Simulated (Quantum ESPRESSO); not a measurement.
# Wannier-interpolated electron–phonon scattering in Mo (Im-3m)

Wanted: λ, Tc and ρ(T) of Mo (Im-3m) from Quantum ESPRESSO and EPW.

Program: Quantum ESPRESSO 7.5. Level of theory: DFT PBEsol, scalar-relativistic, plane waves, PseudoDojo 0.4.1 norm-conserving pseudopotentials. Results are calculated unless marked as measured.

Experimental background.

“Localization of electronic states resulting from electronic topological transitions in the Mo1-xRex alloys: A photoemission study” (2020, arxiv:2005.12835) quotes from earlier work for Mo (from earlier experiments): superconducting transition temperature (superconducting transition temperature, x = 0) 0.9 K.

## (1) Set-up

It takes space group Im-3m (No. 229, cubic). The conventional cell has a = 3.147 Å, b = 3.147 Å, c = 3.147 Å, α = 90.00°, β = 90.00°, γ = 90.00°. Nearest to Mo lie 8 Mo at 2.73 Å.

## (2) Relaxation

The cell is relaxed under the functional used for all that follows.

relax.in reads:

```
 &control
    calculation='vc-relax',
    prefix='x',
    outdir='./tmp',
    pseudo_dir='./pseudo',
    tprnfor=.true.,
    tstress=.true.,
    etot_conv_thr=1.0d-05,
    forc_conv_thr=4.0d-04,
 /
 &system
    ibrav=0,
    nat=1,
    ntyp=1,
    ecutwfc=80.0,
    occupations='smearing',
    smearing='mv',
    degauss=0.02,
 /
 &electrons
    conv_thr=1.0d-11,
 /
 &ions
 /
 &cell
    press_conv_thr=0.4,
 /
ATOMIC_SPECIES
 Mo     95.9500  Mo.upf
CELL_PARAMETERS angstrom
    -1.573415000    1.573415000    1.573415000
     1.573415000   -1.573415000    1.573415000
     1.573415000    1.573415000   -1.573415000
ATOMIC_POSITIONS crystal
 Mo     0.000000000   0.000000000   0.000000000
K_POINTS automatic
 12 12 12 0 0 0
```

Run with:

```sh
$ OMP_NUM_THREADS=1 mpirun -n 8 pw.x -nk 8 -in relax.in > relax.out
```

What it wrote:

```text
Program PWSCF v.7.5

     This program is part of the open-source Quantum ESPRESSO suite
     for quantum simulation of materials; please cite
         "P. Giannozzi et al., J. Phys.:Condens. Matter 21 395502 (2009);
         "P. Giannozzi et al., J. Phys.:Condens. Matter 29 465901 (2017);
         "P. Giannozzi et al., J. Chem. Phys. 152 154105 (2020);
     in publications or presentations arising from this work. More details at

     Message from routine setup:
     using ibrav=0 with symmetry is DISCOURAGED, use correct ibrav instead

     G-vector sticks info
     --------------------
     sticks:   dense  smooth     PW     G-vecs:    dense   smooth      PW
     Sum         631     631    229                10149    10149    2171

     Using Slab Decomposition

     bravais-lattice index     =            0
     lattice parameter (alat)  =       5.1499  a.u.
     unit-cell volume          =     105.1445 (a.u.)^3
     number of atoms/cell      =            1
     number of atomic types    =            1
     number of electrons       =        14.00
     number of Kohn-Sham states=           11
     kinetic-energy cutoff     =      80.0000  Ry
     charge density cutoff     =     320.0000  Ry
     scf convergence threshold =      1.0E-11
     mixing beta               =       0.7000
     number of iterations used =            8  plain     mixing
     energy convergence thresh.=      1.0E-05
     force convergence thresh. =      4.0E-04
     press convergence thresh. =      4.0E-01
     Exchange-correlation= PBESOL
                           (   1   4  10   8   0   0   0)
     nstep                     =           50

     celldm(1)=   5.149947  celldm(2)=   0.000000  celldm(3)=   0.000000
     celldm(4)=   0.000000  celldm(5)=   0.000000  celldm(6)=   0.000000

     crystal axes: (cart. coord. in units of alat)
               a(1) = (  -0.577350   0.577350   0.577350 )
               a(2) = (   0.577350  -0.577350   0.577350 )
               a(3) = (   0.577350   0.577350  -0.577350 )
[...]
number of Kohn-Sham states=           11
     number of k points=    72  Marzari-Vanderbilt smearing, width (Ry)=  0.0200
     estimated scf accuracy    <       0.12809556 Ry
     estimated scf accuracy    <       0.01124073 Ry
     estimated scf accuracy    <       0.00020499 Ry
     estimated scf accuracy    <       0.00000382 Ry
     estimated scf accuracy    <       0.00000042 Ry
     estimated scf accuracy    <          4.0E-10 Ry
     estimated scf accuracy    <          1.6E-10 Ry
     estimated scf accuracy    <       0.00000533 Ry
     estimated scf accuracy    <       0.00000072 Ry
     estimated scf accuracy    <          3.4E-10 Ry
     estimated scf accuracy    <          3.2E-10 Ry
     estimated scf accuracy    <          1.4E-12 Ry
     the Fermi energy is    21.5776 ev
!    total energy              =    -140.55283020 Ry
     estimated scf accuracy    <          7.4E-14 Ry
     convergence has been achieved in   9 iterations
          total   stress  (Ry/bohr**3)                   (kbar)     P=       -0.12
   JOB DONE.
```

It took 18 s on 8 MPI ranks of Arm Neoverse N1, shared host; 2.4 min of CPU time.

Numbers from this step:

| Item | Value |
| --- | --- |
| free energy | -1912.3187 eV |
| pressure | -0.01200 GPa |
| volume per atom | 15.35 Å³/atom |

The volume ends at 15.35 Å³ an atom, -1.5 % from the start.

## (3) Ground state

Linear response needs a tightly converged ground state.

scf.in reads:

```
 &control
    calculation='scf',
    prefix='x',
    outdir='./tmp',
    pseudo_dir='./pseudo',
    tprnfor=.true.,
    tstress=.true.,
 /
 &system
    ibrav=0,
    nat=1,
    ntyp=1,
    ecutwfc=80.0,
    occupations='smearing',
    smearing='mv',
    degauss=0.02,
 /
 &electrons
    conv_thr=1.0d-12,
 /
ATOMIC_SPECIES
 Mo     95.9500  Mo.upf
CELL_PARAMETERS angstrom
    -1.565478400    1.565478400    1.565478400
     1.565478400   -1.565478400    1.565478400
     1.565478400    1.565478400   -1.565478400
ATOMIC_POSITIONS crystal
 Mo     0.000000000   0.000000000   0.000000000
K_POINTS automatic
 12 12 12 0 0 0
```

Run with:

```sh
$ OMP_NUM_THREADS=1 mpirun -n 8 pw.x -nk 8 -in scf.in > scf.out
```

What it wrote:

```text
[banner, memory and clock lines left out]
[...]
number of Kohn-Sham states=           11
     number of k points=    72  Marzari-Vanderbilt smearing, width (Ry)=  0.0200
     estimated scf accuracy    <       0.12408964 Ry
     estimated scf accuracy    <       0.01032945 Ry
     estimated scf accuracy    <       0.00020372 Ry
     estimated scf accuracy    <       0.00000320 Ry
     estimated scf accuracy    <       0.00000046 Ry
     estimated scf accuracy    <          4.5E-10 Ry
     estimated scf accuracy    <          1.1E-10 Ry
     the Fermi energy is    21.5776 ev
!    total energy              =    -140.55283020 Ry
     estimated scf accuracy    <          3.4E-13 Ry
     convergence has been achieved in   8 iterations
          total   stress  (Ry/bohr**3)                   (kbar)     P=       -0.12
```

Run time: 4.9 s. Hardware: 8 MPI ranks; 38 s of CPU time.

This step gave:

```yaml
fermi_energy: 21.58 eV
```

The Fermi level lies at 21.58 eV and the pressure is -0.012 GPa.

[end of part 1 of 5]

[The logs of pw.x and epw.x are selected lines.]

[Logs are printed without paths, hosts, clocks, repeated set-up lines and the standing remarks that a program may print on its own settings, such as how far it seeks lower states.]

[Hosts, paths, dates, database ids (printed as entryN), source tags and the programs' standing remarks are cut or masked in the printed files.]
